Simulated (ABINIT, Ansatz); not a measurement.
**AlTlO2 (Fd-3m): G0W0 on several meshes in ABINIT**

Aim: the GW shift of AlTlO2 (Fd-3m) against the k mesh.

Program: ABINIT 10.8.3. Level of theory: LDA and many-body steps on it, plane waves. Results are calculated unless marked as measured.

## (1) Set-up

It takes space group Fd-3m (No. 227, cubic). Conventional cell: a = 8.085 Å, b = 8.085 Å, c = 8.085 Å, α = 90.00°, β = 90.00°, γ = 90.00°. Nearest to Al lie 4 O at 1.75 Å. Nearest to Tl lie 12 O at 3.35 Å and 4 Tl at 3.50 Å and 4 Al at 3.50 Å. Nearest to O lie 2 Al at 1.75 Å. Farther neighbours and most contacts between anions are not listed.

The cell and positions are those that the Materials Project relaxed with its own functionals (PBE, PBE+U or r2SCAN), kept fixed. Spin-orbit coupling is left out unless a step names it.

## (2) Empty states on the mesh, 2×2×2 mesh, 266 bands

This step: ABINIT 10.8.3; DFT, LDA, plane waves, norm-conserving pseudopotentials.

The sums over transitions need many empty states on a uniform mesh; this step solves for them.

run.abi reads:

```
acell 3*1.0 Angstrom
rprim 
  -0.000000000000 4.042720000000 4.042720000000
  4.042720000000 -0.000000000000 4.042720000000
  4.042720000000 4.042720000000 -0.000000000000
ntypat 3
znucl 13 81 8
natom 8
typat 1 1 2 2 3 3 3 3
xred 
  0.250000000000 0.250000000000 0.250000000000
  0.000000000000 -0.000000000000 0.000000000000
  0.750000000000 0.750000000000 0.750000000000
  0.500000000000 0.500000000000 0.500000000000
  0.125000000000 0.125000000000 0.125000000000
  0.625000000000 0.125000000000 0.125000000000
  0.125000000000 0.625000000000 0.125000000000
  0.125000000000 0.125000000000 0.625000000000
pp_dirpath "pseudos"
pseudos "Al.upf, Tl.upf, O.upf"
ecut 36
ngkpt 2 2 2
nshiftk 1
shiftk 0 0 0
kptopt 1
chksymbreak 0
iscf -2
irdden 1
istwfk *1
nband 266
nbdbuf 24
tolwfr 1e-09
nstep 60
prtvol 0
indata_prefix "in"
outdata_prefix "out"
tmpdata_prefix "tmp"
```

The run is started by

```sh
OMP_NUM_THREADS=1 mpirun -n 4 abinit run.abi > log
```

Numbers of over 12 decimals in the logs are rounded to 6 here.

The program printed:

```text
.Version 10.8.3 of ABINIT. v10.8.2 released Aug 2026.

 Symmetries : space group Fd -3 m (#227); Bravais cF (face-center cubic)
[... echo of the input left out ...]
== DATASET  1 ==================================================================
-   mpi_nproc: 4, omp_nthreads: 1 (-1 if OMP is not activated)
-    --> not optimal distribution: autoparal keyword recommended in input file <--

--- !DatasetInfo
iteration_state: {dtset: 1, }
dimensions: {natom: 8, nkpt: 3, mband: 266, nsppol: 1, nspinor: 1, nspden: 1, mpw: 9257, }
cutoff_energies: {ecut:  36.0, pawecutdg:  -1.0, }
[...]
2.84323    2.84323    2.84857    2.84857    2.84857    2.86654    2.86654    2.86655
   2.86961    2.86961    2.87784    2.87784    2.87785    2.89968    2.89984    2.90723
   2.91765    2.91766
 prteigrs : prtvol=0 or 1, do not print more k-points.

== END DATASET(S) ==============================================================
================================================================================

 -outvars: echo values of variables after computation  --------
            nband         266
             nkpt           3
          spgroup         227
 [... the other variables as echoed above ...]

 Calculation completed.
```

The job ended after 4.2 min (4 MPI ranks of Arm Neoverse N1, shared host; peak memory 0.46 GiB).

This step gave:

| Property | Result |
| --- | --- |
| gap | 2.490 eV |
| k of the valence top | 0.5, 0, 0 |
| k of the conduction bottom | 0.5, 0, 0 |
| least direct gap | 2.490 eV |
| k points computed | 3 |
| lowest point of the top converged band, above the valence top | 72.6598 eV |

On this mesh the gap is 2.490 eV.

The density comes from a self-consistent run that is not shown.

## (3) Screening, 2×2×2 mesh, 115 bands, screening to 114.3 eV

The RPA dielectric matrix is built and inverted for each q.

This step: RPA screening on LDA, plane waves, norm-conserving pseudopotentials.

Edit run.abi of step 2 so:

```diff
@@ -26,10 +26,11 @@
 chksymbreak 0
-iscf -2
-irdden 1
 istwfk *1
-nband 266
-nbdbuf 24
-tolwfr 1e-09
-nstep 60
-prtvol 0
+occopt 1
+irdwfk 1
+optdriver 3
+nband 115
+ecuteps 4.2
+inclvkb 2
+awtr 1
+symchi 1
 indata_prefix "in"
```

The program printed:

```text
.Version 10.8.3 of ABINIT. v10.8.2 released Aug 2026.

 Symmetries : space group Fd -3 m (#227); Bravais cF (face-center cubic)
[... echo of the input left out ...]
== DATASET  1 ==================================================================
-   mpi_nproc: 4, omp_nthreads: 1 (-1 if OMP is not activated)

--- !DatasetInfo
iteration_state: {dtset: 1, }
dimensions: {natom: 8, nkpt: 3, mband: 115, nsppol: 1, nspinor: 1, nspden: 1, mpw: 9257, }
cutoff_energies: {ecut:  36.0, pawecutdg:  -1.0, }
electrons: {nelect:   5.60000000E+01, charge:   0.00000000E+00, occopt:   1.00000000E+00, tsmear:   1.00000000E-02, }

 SCREENING: Calculation of the susceptibility and dielectric matrices

 Based on a program developped by R.W. Godby, V. Olevano, G. Onida, and L. Reining.
 Incorporated in ABINIT by V. Olevano, G.-M. Rignanese, and M. Torrent.
.Using double precision arithmetic ; gwpc =  8

[... cell and pseudopotentials left out ...]
--------------------------------------------------------------------------------

 ==== K-mesh for the wavefunctions ====
 Number of points in the irreducible wedge :     3
[... list of points left out ...]
 Together with 48 symmetry operations and time-reversal symmetry
 yields     8 points in the full Brillouin Zone.

 ==== Q-mesh for the screening function ====
 Number of points in the irreducible wedge :     3
[... list of points left out ...]
 Together with 48 symmetry operations and time-reversal symmetry
 yields     8 points in the full Brillouin Zone.

 setmesh: FFT mesh size selected  =    40x   40x   40
          total number of points  =        64000

 vcoul_init : cutoff-mode = AUXILIARY_FUNCTION
 q-points for optical limit:   1
     1)      0.000010    0.000020    0.000030

- screening: taking advantage of time-reversal symmetry
- Maximum band index for partially occupied states nbvw = 28
- Remaining bands to be divided among processors   nbcw = 87
- Number of bands treated by each node ~21

 Number of electrons calculated from density =   56.0000; Expected =   56.0000
 average of density, n =  0.062797
 r_s =    1.5607
 omega_plasma =   24.1727 [eV]

 calculating chi0 at frequencies [eV] :
  1    0.000000E+00    0.000000E+00
  2    0.000000E+00    2.417274E+01

--------------------------------------------------------------------------------
  q-point number  1        q = ( 0.000000, 0.000000, 0.000000) [r.l.u.]
--------------------------------------------------------------------------------
[... chi0 elements left out ...]
 For q-point:  0.000010 0.000020 0.000030
  dielectric constant =   5.3858
  dielectric constant without local fields =   6.1772

  Average fulfillment of the sum rule on Im[epsilon] for q-point    1 :     53.49  [%]
[... wings left out ...]
  q-point number  2        q = ( 0.500000, 0.000000, 0.000000) [r.l.u.]
--------------------------------------------------------------------------------
[... chi0 elements left out ...]
  Average fulfillment of the sum rule on Im[epsilon] for q-point    2 :     63.25  [%]

 [... 1 further q-points ...]
```

Run time: 47 s. Hardware: 4 MPI ranks; peak memory 1.4 GiB; 3.2 min of CPU time.

This step gave:

- ε∞ with local fields, on this mesh, along the program's q direction: 5.386
- the same without local fields: 6.177
- plasma frequency: 24.17 eV
- plane waves in the screening matrix: 339

Local fields lower ε∞ by 13 %. On a Γ-centred mesh this coarse the value itself is usually too large, while a short band sum pulls it down.

## (4) 2×2×2

The self-energy is evaluated for the states that the input lists, and the levels follow from it, in one-shot runs by the linearised quasiparticle equation.

This step: G0W0 on LDA, plane waves, norm-conserving pseudopotentials.

Edit run.abi of step 3 so:

```diff
@@ -29,8 +29,17 @@
 irdwfk 1
-optdriver 3
+optdriver 4
 nband 115
+gwcalctyp 0
+ecutsigx 36
+symsigma 1
+nkptgw 2
+kptgw 
+  0.5000000000 0.0000000000 0.0000000000
+  0.0000000000 0.0000000000 0.0000000000
+bdgw 
+  26 31
+  26 31
 ecuteps 4.2
-inclvkb 2
-awtr 1
-symchi 1
+irdscr 1
+ppmodel 1
 indata_prefix "in"
```

The program printed:

```text
.Version 10.8.3 of ABINIT. v10.8.2 released Aug 2026.

 Symmetries : space group Fd -3 m (#227); Bravais cF (face-center cubic)
[... echo of the input left out ...]
== DATASET  1 ==================================================================
-   mpi_nproc: 4, omp_nthreads: 1 (-1 if OMP is not activated)

--- !DatasetInfo
iteration_state: {dtset: 1, }
dimensions: {natom: 8, nkpt: 3, mband: 115, nsppol: 1, nspinor: 1, nspden: 1, mpw: 9257, }
cutoff_energies: {ecut:  36.0, pawecutdg:  -1.0, }
electrons: {nelect:   5.60000000E+01, charge:   0.00000000E+00, occopt:   1.00000000E+00, tsmear:   1.00000000E-02, }

 SIGMA: Calculation of the GW corrections

 Based on a program developped by R.W. Godby, V. Olevano, G. Onida, and L. Reining.
 Incorporated in ABINIT by V. Olevano, G.-M. Rignanese, and M. Torrent.
.Using double precision arithmetic ; gwpc =  8

[... cell and pseudopotentials left out ...]
--------------------------------------------------------------------------------

 ==== K-mesh for the wavefunctions ====
 Number of points in the irreducible wedge :     3
[... list of points left out ...]
 Together with 48 symmetry operations and time-reversal symmetry
 yields     8 points in the full Brillouin Zone.

 ==== Q-mesh for screening function ====
 Number of points in the irreducible wedge :     3
[... list of points left out ...]
 Together with 48 symmetry operations and time-reversal symmetry
 yields     8 points in the full Brillouin Zone.

 vcoul_init : cutoff-mode = AUXILIARY_FUNCTION
 q-points for optical limit:   1
     1)      0.000010    0.000020    0.000030
 setmesh: FFT mesh size selected  =    60x   60x   60
          total number of points  =       216000

 Number of electrons calculated from density =   56.0000; Expected =   56.0000
 average of density, n =  0.062797
 r_s =    1.5607
 omega_plasma =   24.1727 [eV]

 === KS Band Gaps ===
  >>>> For spin  1
   Minimum direct gap =   2.4897 [eV], located at k-point      :   0.5000  0.0000  0.0000
   Fundamental gap    =   2.4897 [eV], Top of valence bands at :   0.5000  0.0000  0.0000
                                       Bottom of conduction at :   0.5000  0.0000  0.0000
 SIGMA fundamental parameters:
 PLASMON POLE MODEL  1
 number of plane-waves for SigmaX                 9257
 number of plane-waves for SigmaC and W            339
 number of plane-waves for wavefunctions          9257
 number of bands                                   115
 number of independent spin polarizations            1
 number of spinorial components                      1
 number of k-points in IBZ                           3
 number of q-points in IBZ                           3
 number of symmetry operations                      48
 number of k-points in BZ                            8
 number of q-points in BZ                            8
 number of frequencies for dSigma/dE                 9
 frequency step for dSigma/dE [eV]                0.25
 number of omega for Sigma on real axis              0
 max omega for Sigma on real axis  [eV]           0.00
 zcut for avoiding poles [eV]                     0.10

 EPSILON^-1 parameters (SCR file):
 dimension of the eps^-1 matrix on file            339
 dimension of the eps^-1 matrix used               339
 number of plane-waves for wavefunctions          9257
 number of bands                                   115
 number of q-points in IBZ                           3
 number of frequencies                               2
 number of real frequencies                          1
 number of imag frequencies                          1

 matrix elements of self-energy operator (all in [eV])

 Perturbative Calculation

--- !SelfEnergy_ee
iteration_state: {dtset: 1, }
kpoint     : [   0.500,    0.000,    0.000, ]
spin       : 1
KS_gap     :    2.490
QP_gap     :    3.360
Delta_QP_KS:    0.871
data: !SigmaeeData |
     Band     E0 <VxcDFT>   SigX SigC(E0)      Z dSigC/dE  Sig(E)    E-E0       E
       26   1.674 -18.590 -23.653   4.998   0.758  -0.320 -18.640  -0.050   1.624
       27   1.674 -18.590 -23.653   4.998   0.758  -0.320 -18.640  -0.050   1.624
       28   2.346 -19.322 -24.299   5.029   0.757  -0.322 -19.282   0.040   2.386
       29   4.835 -10.240  -6.578  -2.571   0.835  -0.198  -9.329   0.911   5.746
       30   5.623 -11.810  -8.399  -2.060   0.820  -0.220 -10.702   1.108   6.731
       31   5.623 -11.810  -8.399  -2.060   0.820  -0.220 -10.702   1.108   6.731

--- !SelfEnergy_ee
iteration_state: {dtset: 1, }
kpoint     : [   0.000,    0.000,    0.000, ]
spin       : 1
KS_gap     :    2.507
QP_gap     :    3.433
Delta_QP_KS:    0.925
data: !SigmaeeData |
     Band     E0 <VxcDFT>   SigX SigC(E0)      Z dSigC/dE  Sig(E)    E-E0       E
[...]
29   4.843  -9.345  -5.679  -2.517   0.837  -0.195  -8.383   0.962   5.805
       30   4.843  -9.345  -5.679  -2.517   0.837  -0.195  -8.383   0.962   5.805
       31   4.843  -9.345  -5.679  -2.517   0.837  -0.195  -8.383   0.962   5.805

== END DATASET(S) ==============================================================
================================================================================

 -outvars: echo values of variables after computation  --------
           etotal      0.0000000000E+00
            nband         115
             nkpt           3
          spgroup         227
 [... the other variables as echoed above ...]

 Calculation completed.
```

It took 20 s on 4 MPI ranks; peak memory 1.2 GiB; 80 s of CPU time.

Numbers from this step:

* G0W0 gap on the points computed: 3.360 eV
* starting gap on the mesh: 2.490 eV
* k of the valence top: 0.5, 0, 0
* k of the conduction bottom: 0.5, 0, 0
* Z at the valence top: 0.757
* Z at the conduction bottom: 0.835
* least direct G0W0 gap on the computed points: 3.360 eV

The gap on the mesh goes from 2.49 eV to 3.36 eV, a correction of +0.87 eV.

## (5) Empty states on the mesh, 4×4×4 mesh, 125 bands

This step: DFT, LDA, plane waves, norm-conserving pseudopotentials.

Edit run.abi of step 4 so:

```diff
@@ -21,3 +21,3 @@
 ecut 36
-ngkpt 2 2 2
+ngkpt 4 4 4
 nshiftk 1
@@ -26,20 +26,10 @@
 chksymbreak 0
+iscf -2
+irdden 1
 istwfk *1
-occopt 1
-irdwfk 1
-optdriver 4
-nband 115
-gwcalctyp 0
-ecutsigx 36
-symsigma 1
-nkptgw 2
-kptgw 
-  0.5000000000 0.0000000000 0.0000000000
-  0.0000000000 0.0000000000 0.0000000000
-bdgw 
-  26 31
-  26 31
-ecuteps 4.2
-irdscr 1
-ppmodel 1
+nband 125
+nbdbuf 10
+tolwfr 1e-09
+nstep 60
+prtvol 0
 indata_prefix "in"
```

The program printed:

```text
.Version 10.8.3 of ABINIT. v10.8.2 released Aug 2026.

 Symmetries : space group Fd -3 m (#227); Bravais cF (face-center cubic)
[... echo of the input left out ...]
== DATASET  1 ==================================================================
-   mpi_nproc: 4, omp_nthreads: 1 (-1 if OMP is not activated)

--- !DatasetInfo
iteration_state: {dtset: 1, }
dimensions: {natom: 8, nkpt: 8, mband: 125, nsppol: 1, nspinor: 1, nspden: 1, mpw: 9257, }
cutoff_energies: {ecut:  36.0, pawecutdg:  -1.0, }
[...]
1.44450    1.44450    1.46972    1.46972    1.46972    1.47320    1.47930    1.49620
   1.49620    1.49620    1.58518    1.58518    1.59626    1.59626    1.59626    1.60359
   1.60359    1.60359    1.62899    1.62899    1.62900
 prteigrs : prtvol=0 or 1, do not print more k-points.

== END DATASET(S) ==============================================================
================================================================================

 -outvars: echo values of variables after computation  --------
            nband         125
             nkpt           8
          spgroup         227
 [... the other variables as echoed above ...]

 Calculation completed.
```

Run time: 2.7 min. Hardware: 4 MPI ranks; peak memory 0.52 GiB.

This step gave:

```yaml
gap: 2.268 eV
k_of_the_valence_top: 0.5, 0, 0
k_of_the_conduction_bottom: -0.25, 0.25, 0
least_direct_gap: 2.441 eV
k_points_computed: 8
lowest_point_of_the_top_converged_band_above_the_valence_top: 38.94 eV
```

On this mesh the gap is 2.268 eV.

## (6) Screening, 4×4×4 mesh, 115 bands, screening to 114.3 eV

This step: RPA screening on LDA, plane waves, norm-conserving pseudopotentials.

Edit run.abi of step 5 so:

```diff
@@ -26,10 +26,11 @@
 chksymbreak 0
-iscf -2
-irdden 1
 istwfk *1
-nband 125
-nbdbuf 10
-tolwfr 1e-09
-nstep 60
-prtvol 0
+occopt 1
+irdwfk 1
+optdriver 3
+nband 115
+ecuteps 4.2
+inclvkb 2
+awtr 1
+symchi 1
 indata_prefix "in"
```

The program printed:

```text
.Version 10.8.3 of ABINIT. v10.8.2 released Aug 2026.

 Symmetries : space group Fd -3 m (#227); Bravais cF (face-center cubic)
[... echo of the input left out ...]
== DATASET  1 ==================================================================
-   mpi_nproc: 4, omp_nthreads: 1 (-1 if OMP is not activated)

--- !DatasetInfo
iteration_state: {dtset: 1, }
dimensions: {natom: 8, nkpt: 8, mband: 115, nsppol: 1, nspinor: 1, nspden: 1, mpw: 9257, }
cutoff_energies: {ecut:  36.0, pawecutdg:  -1.0, }
electrons: {nelect:   5.60000000E+01, charge:   0.00000000E+00, occopt:   1.00000000E+00, tsmear:   1.00000000E-02, }

 SCREENING: Calculation of the susceptibility and dielectric matrices

 Based on a program developped by R.W. Godby, V. Olevano, G. Onida, and L. Reining.
 Incorporated in ABINIT by V. Olevano, G.-M. Rignanese, and M. Torrent.
.Using double precision arithmetic ; gwpc =  8

[... cell and pseudopotentials left out ...]
--------------------------------------------------------------------------------

 ==== K-mesh for the wavefunctions ====
 Number of points in the irreducible wedge :     8
[... list of points left out ...]
 Together with 48 symmetry operations and time-reversal symmetry
 yields    64 points in the full Brillouin Zone.

 ==== Q-mesh for the screening function ====
 Number of points in the irreducible wedge :     8
[... list of points left out ...]
 Together with 48 symmetry operations and time-reversal symmetry
 yields    64 points in the full Brillouin Zone.

 setmesh: FFT mesh size selected  =    40x   40x   40
          total number of points  =        64000

 vcoul_init : cutoff-mode = AUXILIARY_FUNCTION
 q-points for optical limit:   1
     1)      0.000010    0.000020    0.000030

- screening: taking advantage of time-reversal symmetry
- Maximum band index for partially occupied states nbvw = 28
- Remaining bands to be divided among processors   nbcw = 87
- Number of bands treated by each node ~21

 Number of electrons calculated from density =   56.0000; Expected =   56.0000
 average of density, n =  0.062797
 r_s =    1.5607
 omega_plasma =   24.1727 [eV]

 calculating chi0 at frequencies [eV] :
  1    0.000000E+00    0.000000E+00
  2    0.000000E+00    2.417274E+01

--------------------------------------------------------------------------------
  q-point number  1        q = ( 0.000000, 0.000000, 0.000000) [r.l.u.]
--------------------------------------------------------------------------------
[... chi0 elements left out ...]
 For q-point:  0.000010 0.000020 0.000030
  dielectric constant =   5.0510
  dielectric constant without local fields =   5.8230

  Average fulfillment of the sum rule on Im[epsilon] for q-point    1 :     53.68  [%]
[... wings left out ...]
  q-point number  2        q = ( 0.250000, 0.000000, 0.000000) [r.l.u.]
--------------------------------------------------------------------------------
[... chi0 elements left out ...]
  Average fulfillment of the sum rule on Im[epsilon] for q-point    2 :     71.52  [%]

 [... 6 further q-points ...]
```

The job ended after 5.4 min (4 MPI ranks; peak memory 2.5 GiB; 22 min of CPU time).

Numbers from this step:

| Property | Result |
| --- | --- |
| ε∞ with local fields, on this mesh, along the program's q direction | 5.051 |
| the same without local fields | 5.823 |
| plasma frequency | 24.17 eV |
| plane waves in the screening matrix | 339 |

[end of part 1 of 2]

[Paths, hosts, dates, memory and timing lines, banners, echoed tables and standing remarks are left out of the program output.]

[Logs are printed without paths, hosts, clocks, repeated set-up lines and the standing remarks that a program may print on its own settings, such as how far it seeks lower states.]

[Runs of the session that timed out or met a known fault of the program may be left out.]

[No measured gap is set beside runs whose start may be inverted or whose files or cutoffs have a known fault.]

[Hosts, paths, dates, database ids (printed as entryN), source tags and the programs' standing remarks are cut or masked in the printed files.]

[G0W0 gaps are taken among the corrected bands and points alone; a level outside them can change the order at an edge.]

[Where Ansatz stands beside ABINIT at settings called matched, ABINIT's density can come from a denser mesh and the files from another edition; pairs whose starting gaps differed by over 0.03 eV were left out, so agreement reads better than it is.]
